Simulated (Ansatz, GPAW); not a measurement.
# A 2-layer slab of V(111): work function by functional and basis, part 2 of 2

Wanted: work functions and dipole of a 2-layer slab of V(111), with the cost of each level.

GPAW 26.7.0 and Ansatz 0.2.0; GPAW, PAW setups; slab in vacuum (the session's first sound run).

So far, upper work function (eV): step 2 (relaxing the atoms, PBE, GPAW) 3.90; step 4 (self-consistent run: xc = "LDA") 4.15; step 5 (OptPBE vdW: xc = "optPBE-vdW", GPAW, PAW setups, GPAW) 4.04; step 6 (self-consistent run: xc = "revPBE") 3.78; step 7 (real-space grid: mode = "fd", PBE, GPAW) 3.90.

### 8. Atomic orbitals: mode = "lcao"

Atom-centred orbitals end a few angstrom from the surface, which tests how much the density's tail matters.

Contents of run.py:

```python
import json
import numpy as np
from ase import Atoms
from gpaw import GPAW

slab = Atoms(
    ['V', 'V'],
    positions=[
        [4.27092, 2.46582, 8.00000],
        [0.00000, -0.00000, 8.72278]],
    cell=[[4.27092, 0.0, 0.0], [2.13546, 3.69873, 0.0], [0.0, 0.0, 16.8718]],
    pbc=[True, True, False])

slab.calc = GPAW(mode='lcao', basis='dzp', h=0.18, xc='PBE', kpts={'size': (9, 9, 1), 'gamma': True},
                 occupations={'name': 'fermi-dirac', 'width': 0.1}, nbands='120%',
                 convergence={'density': 1e-05}, maxiter=200,
                 poissonsolver={'dipolelayer': 'xy'},
                 symmetry={'tolerance': 1e-3}, txt='slab.txt')
result = {}
energy = slab.get_potential_energy()
fermi = slab.calc.get_fermi_level()
v = slab.calc.get_electrostatic_potential().mean((0, 1)) - fermi
n = slab.calc.get_pseudo_density().mean((0, 1))
L = slab.cell[2, 2]
z = np.arange(len(v)) * L / len(v)
low, high = slab.positions[:, 2].min(), slab.positions[:, 2].max()
below, above = np.interp([low - 5.8, high + 5.8], z, v)
slopes = [np.interp(x, z, np.gradient(v, z)) for x in (low - 5.8, high + 5.8)]
eps = np.array([[slab.calc.get_eigenvalues(k, s) for k in range(len(slab.calc.get_ibz_k_points()))]
                for s in range(slab.calc.get_number_of_spins())]) - fermi
top, bottom = eps[eps < 0].max(), eps[eps > 0].min()
dipole = slab.get_dipole_moment()[2]
print(f'energy {energy:.4f} eV, Fermi level {fermi:.4f} eV, dipole {dipole:.5f} e A')
print(f'potential 5.8 A off the faces, from the Fermi level: lower {below:.4f} eV, upper {above:.4f} eV')
print(f'slope of the potential there: lower {slopes[0]:.5f}, upper {slopes[1]:.5f} eV/A')
print(f'nearest levels on the mesh: {top:.4f} and {bottom:.4f} eV')
print('magnetic moment', round(slab.get_magnetic_moment(), 3))
result.update(energy=energy, fermi=fermi, dipole=dipole, below=below, above=above, slopes=slopes, edges=[top, bottom],
              z=z.tolist(), v=v.tolist(), n=n.tolist(), positions=slab.positions.tolist(),
              forces=slab.get_forces(apply_constraint=False).tolist(), moments=slab.get_magnetic_moments().tolist())
json.dump(result, open('result.json', 'w'))
```

Command:

```sh
OMP_NUM_THREADS=1 OPENBLAS_NUM_THREADS=1 python run.py
```

Numbers of over 12 decimals in the logs are rounded to 6 here.

The program printed:

```text
energy -9.3648 eV, Fermi level -3.8665 eV, dipole -0.00001 e A
potential 5.8 A off the faces, from the Fermi level: lower 3.8665 eV, upper 3.8665 eV
slope of the potential there: lower -0.00000, upper 0.00000 eV/A
nearest levels on the mesh: -0.0157 and 0.0006 eV
magnetic moment 0.0
```

It took 60 s on 1 thread of Intel Xeon Platinum 8488C (Sapphire Rapids), shared host; peak memory 0.26 GiB.

This step gave:

| Item | Value |
| --- | --- |
| dipole along the normal | -9.94e-6 e·Å |
| levels nearest the Fermi level on the mesh | -0.01573, 5.85e-4 eV from the Fermi level |
| upper work function | 3.866 eV |
| lower work function | 3.867 eV |

The upper face's work function is 3.866 eV, against 3.900 eV in the first plane-wave PBE run at this geometry.

### 9. Cost and result by level

Times are for 1 thread of Intel Xeon Platinum 8488C (Sapphire Rapids), shared host. The series side by side:

```csv
no.,run,upper work function (eV),time,memory (GiB)
1,pw,3.900,19 s,0.2
2,LDA,4.146,17 s,0.19
3,optPBE vdW,4.042,37 s,0.37
4,revPBE,3.781,19 s,0.2
5,fd,3.899,85 s,0.43
6,lcao,3.866,60 s,0.26
```

### 10. A second plane-wave code

A second program with its own datasets checks the number independently.

This step: Ansatz plane waves; slab in vacuum with a dipole correction; PAW set soft_1 (Ansatz 0.2.0).

Contents of input.yaml:

```yaml
crystal:
  lattice:
    - [4.2709249584, 0.0, 0.0]
    - [2.1354624792, 3.6987295116, 0.0]
    - [0.0, 0.0, 16.8717989065]
  atoms:
    - { symbol: V, position: [0.6666654617, 0.6666667547, 0.4741640203] }
    - { symbol: V, position: [0.0, 0.0, 0.517003541] }
kpoints:
  mp_grid: { grid: [9, 9, 1] }
hamiltonian:
  xc: pbe
  pseudopotentials: { kind: paw, azcp: { folder: soft_1 } }
scf:
  occupations: { method: fermi_dirac, width: 0.1 }
efield:
  axis: 3
  dipole_correction: true
  ramp_width: 0.05
output:
  forces: true
  write_potential: true
  write_density: true
  volumetric_format: npy
  elf: true
```

Command:

```sh
ansatz run input.yaml --threads 4 --pin off --max-ram 8192MiB --backend cpu --events-out ev --progress --plain --runs-dir out
```

The program printed:

```text
Warning: the atoms were moved onto the symmetric positions of the space group found under crystal.symmetry.tolerance 1.0e-5 (fractional; no operation is sought that the atoms, as they stand in a round, miss by more than twice it, and no atom is moved by as much as it), and the run uses the moved positions. Before a round's move an operation carried an atom to 4.96e-6 Å from where it should land, the largest such dist [...]
Engine: ansatz 0.2.0, x86_64-unknown-linux-gnu
Pseudopotentials: kind: paw
Pseudopotential: V, paw, valence charge 13, recommended cutoff 420 eV (normal), soft_1/V.paw.azcp
Functional definition: PBE
  parameter kappa = 0.804
  parameter beta = 0.066725
  exchange = pbe_x(kappa = kappa, mu = beta*pi^2/3)
  correlation = pbe_c(beta = beta)
Crystal: 2 atoms, lattice volume = 266.524 Å³
Basis set: ecut = 420 eV, 5151 PW (Γ), exchange–correlation on 60×60×240 points (8 copies of the dense FFT grid, shifted against one another)
Bands: 17, of which v1, the nominal top of the filled ones, is band 13 counted from 1 (12 counted from 0)
Symmetry: 6 space group operations
k-points: 12 of 81 (time reversal used)
Non-local potential: V, projectors of the file, l = 0: 3, l = 1: 2, l = 2: 3, l = 3: 1
PAW form: soft (Blöchl's): semilocal exchange-correlation on the pseudo side does not see the compensation charge
PAW one-centre angular grid: V, 590 points (default); XC on 64 Gauss nodes
Initial density: superposition of atomic densities (neutral atoms: chi_scale 0, normalization atom)
Initial wavefunctions: pseudopotential atomic-orbital guess
Functional: x = pbe(κ = 0.804, μ = 0.219515), c = pbe(β = 0.066725)
SCF iter   1: F=—  HF=-5819.255200 eV  |F-HF|=—  |Δ(HF+E_count)|=         —  Δρ=3.24e-2  dr2=5.43e0  ethr=3.10e-3  p=0.000 e·Å  D=1.55e-7 V/Å  ΔV_dip=-0.00 eV  dr2_dipole=1.00e-10  V_vac-E_F(+/−)=6.90/6.90 eV  ⟨swp⟩=6.0  Hψ=974  notcnv=0
efield: sawtooth ramp at fractional position 0.9706 (placed from the atoms, in the widest stretch of the axis that holds none; the zero of the levels goes with the place), width 0.0500; the density the first Hamiltonian is built on has a dipole p = 0.000 e·Å; the dipole correction subtracts the counter field D = 1.55e-7 V/Å, which shifts the + side's vacuum level by -0.00 eV against the − side's; the planar-averaged density in the ramp window peaks in size at 2.9e-6 e/Å³
preconditioner: auto → LDOS  [metal: Δε(μ)=0.040 eV  Ē_g=1.574 eV  σ=0.100 eV  W_gap=0.10  n_scr=26 (ndim 8)  ℏωp=7.2 eV  f_vac=0.679  D(μ)=8.54/eV (n_scr^D=66)  β→1.0]
SCF iter   2: F=—  HF=-5818.235897 eV  |F-HF|=—  |Δ(HF+E_count)|=    1.02e0  Δρ=3.24e-2  dr2=1.53e0  ethr=3.10e-3  p=0.000 e·Å  D=2.91e-4 V/Å  ΔV_dip=-0.00 eV  dr2_dipole=1.04e-4  V_vac-E_F(+/−)=4.46/4.47 eV  ⟨swp⟩=2.9  Hψ=494  notcnv=0
SCF iter   3: F=—  HF=-5817.961064 eV  |F-HF|=—  |Δ(HF+E_count)|=   2.75e-1  Δρ=1.10e-2  dr2=4.57e-1  ethr=3.10e-3  p=-0.001 e·Å  D=-6.97e-4 V/Å  ΔV_dip=0.01 eV  dr2_dipole=6.96e-5  V_vac-E_F(+/−)=4.83/4.82 eV  ⟨swp⟩=3.0  Hψ=541  notcnv=0
SCF iter   4: F=—  HF=-5817.869136 eV  |F-HF|=—  |Δ(HF+E_count)|=   9.19e-2  Δρ=3.01e-3  dr2=5.30e-2  ethr=1.76e-3  p=-0.000 e·Å  D=-2.76e-4 V/Å  ΔV_dip=0.00 eV  dr2_dipole=2.48e-7  V_vac-E_F(+/−)=4.26/4.25 eV  ⟨swp⟩=2.2  Hψ=285  notcnv=0
SCF iter   5: F=—  HF=-5817.864781 eV  |F-HF|=—  |Δ(HF+E_count)|=   4.36e-3  Δρ=1.33e-3  dr2=4.89e-3  ethr=2.04e-4  p=-0.000 e·Å  D=-2.41e-4 V/Å  ΔV_dip=0.00 eV  dr2_dipole=3.90e-5  V_vac-E_F(+/−)=3.92/3.91 eV  ⟨swp⟩=2.2  Hψ=353  notcnv=0
SCF iter   6: F=—  HF=-5817.864307 eV  |F-HF|=—  |Δ(HF+E_count)|=   4.74e-4  Δρ=2.89e-4  dr2=2.53e-4  ethr=1.88e-5  p=-0.000 e·Å  D=-3.17e-5 V/Å  ΔV_dip=0.00 eV  dr2_dipole=1.62e-7  V_vac-E_F(+/−)=3.92/3.92 eV  ⟨swp⟩=2.1  Hψ=267  notcnv=0
SCF iter   7: F=—  HF=-5817.864491 eV  |F-HF|=—  |Δ(HF+E_count)|=   1.84e-4  Δρ=1.46e-4  dr2=9.27e-5  ethr=9.72e-7  p=-0.000 e·Å  D=-9.56e-5 V/Å  ΔV_dip=0.00 eV  dr2_dipole=6.00e-6  V_vac-E_F(+/−)=3.91/3.91 eV  ⟨swp⟩=2.3  Hψ=327  notcnv=0
SCF iter   8: F=—  HF=-5817.864380 eV  |F-HF|=—  |Δ(HF+E_count)|=   1.10e-4  Δρ=4.86e-5  dr2=9.44e-6  ethr=3.57e-7  p=0.000 e·Å  D=2.01e-5 V/Å  ΔV_dip=-0.00 eV  dr2_dipole=5.90e-7  V_vac-E_F(+/−)=3.90/3.90 eV  ⟨swp⟩=2.1  Hψ=266  notcnv=0
SCF iter   9: F=—  HF=-5817.864381 eV  |F-HF|=—  |Δ(HF+E_count)|=   1.12e-6  Δρ=1.06e-5  dr2=3.19e-7  ethr=3.63e-8  p=-0.000 e·Å  D=-1.41e-6 V/Å  ΔV_dip=0.00 eV  dr2_dipole=3.51e-10  V_vac-E_F(+/−)=3.90/3.90 eV  ⟨swp⟩=2.0  Hψ=265  notcnv=0
SCF iter  10: F=-5817.864382 eV  HF=-5817.864382 eV  |F-HF|=4.00e-8  |Δ(HF+E_count)|=   4.21e-7  Δρ=4.31e-6  dr2=6.90e-8  ethr=3.85e-10  p=0.000 e·Å  D=8.62e-7 V/Å  ΔV_dip=-0.00 eV  dr2_dipole=1.39e-9  V_vac-E_F(+/−)=3.90/3.90 eV  ⟨swp⟩=8.8  Hψ=1349  notcnv=0
SCF 1 converged in 10 iterations: F = -5817.864382 eV  dr2 = 6.90e-8
  greatest PAW one-centre occupation: 0.999 electrons in one spin orbital (limit 2), on the V atom at site 1 (counted from 0), in its partial waves of l = 0
WARN: The output density's exchange-correlation potential varies sharply where the density is thin. Do not read a vacuum level from v_tot or v_xc, or from such a field of the output density. On a cell that repeats whose density bears no net charge and no dipole along the vacuum's axis use v_es (v_loc + v_h of the components); under efield.dipole_correction with no amplitude use v_es + v_field, which holds any externa [...]
SCF converged after 10 iterations
Free energy (F): -5817.864382 eV
Harris-Foulkes:  -5817.864382 eV  (|F-HF|=4.00e-8)
Internal energy: -5817.572746 eV  (E = F + TS)
E sigma→0 (E₀):  -5817.718564 eV
Entropy (-TS):   -0.291636 eV (-145.818 meV/atom)
Fermi energy:    -1.658042 eV
Dipole field:    D = -0.000043 V/Å  (p = -0.000063 e·Å, saw-weighted, corrected)
Work function:   Φ+ = 3.8996 eV   Φ− = 3.8989 eV
Levels:          The Fermi level and band energies are counted from a zero that moves with the ramp; work functions are not
--- Per-component energies (eV) ---
  E_band       = -758.263814
  E_kinetic    = 581.838065
  E_local      = -11414.074695  (includes V_loc(G=0)·N_el)
  E_nonlocal   = 170.955656
  E_hartree    = 5304.718641
  E_xc         = -221.074270
  E_vxc        = -278.760107  (∫ρ·V_xc dr)
  E_paw        = -2253.159841  (= ΣΔE_a)
  E_vpaw       = -427.677984  (= ΣTr[D̂ρ^β])
  E_aug_tail   = 0.002033  (compensation charges beyond the density's cutoff)
  E_efield     = 0.000000  (sawtooth field / dipole correction)
  E_vefield    = 0.000000  (∫n·V_field dr)
  E_ewald      = 2013.221665
  E_smearing   = -0.291636  (= −TS)
  E_closure    = -0.000000  (closes the sum)
  Σ components = -5817.864382   (vs F -5817.864382, Δ=0.00e0)
--- Forces (eV/Å), atoms counted from 1 ---
  atom   1  V      0.00000000    -0.00000000     0.02038831
  atom   2  V     -0.00000000     0.00000000    -0.02026637
  max |Σ_I F_I| component: 1.22e-4 eV/Å
--- Band table (eV; the first three rows and the last of 12) ---
  k-point 0: bands = [... 9 lower, -2.0790, -2.0790, -1.8813, -1.8813, -1.6522, -1.4758, -0.5751, -0.3810]
  k-point 1: bands = [... 9 lower, -2.2165, -2.1244, -1.9356, -1.7564, -1.4992, -1.4110, -0.5546, -0.4609]
  k-point 2: bands = [... 9 lower, -2.3825, -2.1338, -2.0008, -1.5670, -1.5665, -1.1793, -0.6621, -0.5022]
  k-point 11: bands = [... 9 lower, -2.2439, -2.2439, -1.8704, -1.8704, -1.8608, -0.9333, -0.4490, -0.4490]
```

The job ended after 1.9 s (4 threads; peak memory 0.62 GiB; 6.1 s of CPU time).

The column dr2 measures how far the density is from self-consistency, as an energy; F and HF (Harris–Foulkes) agree once it is small.

This step gave:

```yaml
free_energy: -5817.8644 eV
smearing_term_ts: 0.2916 eV
symmetry_operations: 6
upper_work_function: 3.900 eV
lower_work_function: 3.899 eV
dipole_along_the_normal: -6.26e-5 e·Å
dipole_field: -4.25e-5 V/Å
vacuum_level_above: 2.242 eV
vacuum_level_below: 2.241 eV
```

Table of electrostatic potential energy of an electron (with the applied field's), less the Fermi level, planar mean by z:

```csv
z (Å),"electrostatic potential energy of an electron (with the applied field's), less the Fermi level, planar mean (eV)"
0,3.90
1,3.90
2,3.90
3,3.90
4,3.90
5,3.87
6,3.66
7,1.69
8,-7.93
9,-5.22
10,2.71
11,3.77
12,3.89
13,3.90
14,3.90
15,3.90
16,3.90
```

Table of valence density, planar mean by z:

```csv
z (Å),"valence density, planar mean (e/Å³)"
4.0,7.3e-5
4.5,2.3e-4
5.0,7.2e-4
5.5,0.00218
6.0,0.00661
6.5,0.0192
7.0,0.0604
7.5,0.363
8.0,0.976
8.5,1.01
9.0,0.685
9.5,0.125
10.0,0.0309
10.5,0.0107
11.0,0.00359
11.5,0.00118
12.0,3.8e-4
12.5,1.2e-4
13.0,3.9e-5
```

Electrostatic potential energy in the ca plane at fractional y = 0.667, with atoms of V within 0.2 Å of it. With pseudopotentials it is smooth inside the atoms' cores, unlike the true potential.

Values in eV, 6 rows by 16 columns, each cell a mean:
```
  2   2   2   2   2   2  -1 -12  -4   2   2   2   2   2   2   2
  2   2   2   2   2   1  -7 -24 -14   2   2   2   2   2   2   2
  2   2   2   2   2   1  -6 -24 -12   2   2   2   2   2   2   2
  2   2   2   2   2   2   0  -6  -2   2   2   2   2   2   2   2
  2   2   2   2   2   2   2   0  -2   1   2   2   2   2   2   2
  2   2   2   2   2   2   2   0  -2   1   2   2   2   2   2   2
```
Columns run along c (16.9 Å; values clipped at the 3rd and 97th percentile), rows up along a (4.3 Å). Atoms in or near the plane, at fractional coordinates: V at (0.47, 0.67).

ELF in the ca plane at fractional y = 0.667, with atoms of V within 0.2 Å of it. It is the smooth field of the valence electrons, not physical close to the nuclei.

Ten even steps from '0' (0.00) to '9' (0.72), each cell a mean:
```
00000000000000001222234566531000000000000000
00000000000000000013553246542100000000000000
00000000000000000016997224542100000000000000
00000000000000000017998213442100000000000000
00000000000000000016996224542100000000000000
00000000000000000012443356542100000000000000
00000000000000001233334566531000000000000000
00000000000000012455544333321000000000000000
00000000000000012455422111110000000000000000
00000000000000012455432222110000000000000000
00000000000000012455544444321000000000000000
```
Columns run along c (16.9 Å), rows up along a (4.3 Å). Atoms in or near the plane, at fractional coordinates: V at (0.47, 0.67).

Valence density in the ca plane at fractional y = 0.667, with atoms of V within 0.2 Å of it. It is the smooth field of the valence electrons, not physical close to the nuclei.

Values in units of 1e0 e/Å³, 6 rows by 16 columns, each cell a mean:
```
0.0 0.0 0.0 0.0 0.0 0.0 0.1 0.6 0.3 0.0 0.0 0.0 0.0 0.0 0.0 0.0
0.0 0.0 0.0 0.0 0.0 0.0 0.2 7.5 1.6 0.0 0.0 0.0 0.0 0.0 0.0 0.0
0.0 0.0 0.0 0.0 0.0 0.0 0.1 5.1 1.1 0.0 0.0 0.0 0.0 0.0 0.0 0.0
0.0 0.0 0.0 0.0 0.0 0.0 0.0 0.3 0.2 0.0 0.0 0.0 0.0 0.0 0.0 0.0
0.0 0.0 0.0 0.0 0.0 0.0 0.0 0.1 0.1 0.0 0.0 0.0 0.0 0.0 0.0 0.0
0.0 0.0 0.0 0.0 0.0 0.0 0.0 0.1 0.1 0.0 0.0 0.0 0.0 0.0 0.0 0.0
```
Columns run along c (16.9 Å), rows up along a (4.3 Å). Atoms in or near the plane, at fractional coordinates: V at (0.47, 0.67).

The upper face's work function is 3.900 eV, against 3.900 eV in the first plane-wave PBE run at this geometry.

### 11. Side by side

Results and costs are gathered.

This step: comparison of work functions, dipole and cost; PAW set soft_1 (GPAW 26.7.0).

Ladder, by row:

```csv
step,code,"work function, upper (eV)","work function, lower (eV)",dipole (e Å),wall time (s),peak memory (GiB),threads
pw,GPAW,3.9,3.9,-1.20e-5,18.86,0.2,1
LDA,GPAW,4.146,4.146,-1.47e-5,17.34,0.19,1
optPBE-vdW,GPAW,4.042,4.042,-1.15e-5,37.24,0.37,1
revPBE,GPAW,3.781,3.781,-8.83e-6,19.11,0.2,1
fd,GPAW,3.899,3.899,-2.31e-5,85.28,0.43,1
lcao,GPAW,3.866,3.867,-9.94e-6,60.41,0.26,1
ansatz,Ansatz,3.9,3.899,-6.26e-5,1.92,0.621,4
```

### 12. A changed run

One more run, with changed settings.

This step: GPAW, PAW setups; slab in vacuum (GPAW 26.7.0).

Changes to run.py since step 8:

```diff
@@ -3,3 +3,3 @@
 from ase import Atoms
-from gpaw import GPAW
+from gpaw import GPAW, PW
 
@@ -13,5 +13,5 @@
 
-slab.calc = GPAW(mode='lcao', basis='dzp', h=0.18, xc='PBE', kpts={'size': (9, 9, 1), 'gamma': True},
-                 occupations={'name': 'fermi-dirac', 'width': 0.1}, nbands='120%',
-                 convergence={'density': 1e-05}, maxiter=200,
+slab.calc = GPAW(mode=PW(400), xc='PBE', kpts={'size': (9, 9, 1), 'gamma': True},
+                 occupations={'name': 'fermi-dirac', 'width': 0.1}, nbands='160%',
+                 convergence={'density': 1e-05}, maxiter=100,
                  poissonsolver={'dipolelayer': 'xy'},
@@ -26,4 +26,4 @@
 low, high = slab.positions[:, 2].min(), slab.positions[:, 2].max()
-below, above = np.interp([low - 5.8, high + 5.8], z, v)
-slopes = [np.interp(x, z, np.gradient(v, z)) for x in (low - 5.8, high + 5.8)]
+below, above = np.interp([low - 1.0, high + 1.0], z, v)
+slopes = [np.interp(x, z, np.gradient(v, z)) for x in (low - 1.0, high + 1.0)]
 eps = np.array([[slab.calc.get_eigenvalues(k, s) for k in range(len(slab.calc.get_ibz_k_points()))]
@@ -33,3 +33,3 @@
 print(f'energy {energy:.4f} eV, Fermi level {fermi:.4f} eV, dipole {dipole:.5f} e A')
-print(f'potential 5.8 A off the faces, from the Fermi level: lower {below:.4f} eV, upper {above:.4f} eV')
+print(f'potential 1.0 A off the faces, from the Fermi level: lower {below:.4f} eV, upper {above:.4f} eV')
 print(f'slope of the potential there: lower {slopes[0]:.5f}, upper {slopes[1]:.5f} eV/A')
```

Command:

```sh
OMP_NUM_THREADS=1 OPENBLAS_NUM_THREADS=1 python run.py
```

The program printed:

```text
energy -9.9299 eV, Fermi level -2.3754 eV, dipole -0.00001 e A
potential 1.0 A off the faces, from the Fermi level: lower 1.7231 eV, upper 1.7282 eV
slope of the potential there: lower -4.80720, upper 4.79506 eV/A
nearest levels on the mesh: -0.0067 and 0.0041 eV
magnetic moment 0.0
```

Run time: 20 s. Hardware: 1 thread; peak memory 0.2 GiB.

The run finished. A setting was moved off its sound value on purpose, so it serves as a test and not as the result.

The fault put into the input: the potential probed 1 A off the face (probe = 1.0).

### 13. Outcome

* work function, both faces: 3.90 eV
* dipole along the normal: -1.2e-5 e Å, near the numerical noise

What this shows: With plane waves and PBE the work function is 3.90 eV on the upper face and 3.90 eV on the lower. Over the sound runs of the table the upper face's work function spans 3.781 (revPBE) to 4.146 eV (LDA). The two plane-wave codes differ by 2.4e-4 eV on the upper face. The runs had no spin polarisation, so a magnetic state, which thin layers of d-metal atoms can have, wasn't tested. The slab is only 0.72 Å thick between its outer nuclei, so the values belong to this film more than to the surface of the bulk metal. The in-plane lattice was kept as typed, which isn't the functional's own and leaves some strain; spin-orbit coupling and temperature are left out.

[Logs are printed without paths, hosts, clocks, repeated set-up lines and the standing remarks that a program may print on its own settings, such as how far it seeks lower states.]

[Hosts, paths, dates, database ids (printed as entryN), source tags and the programs' standing remarks are cut or masked in the printed files.]
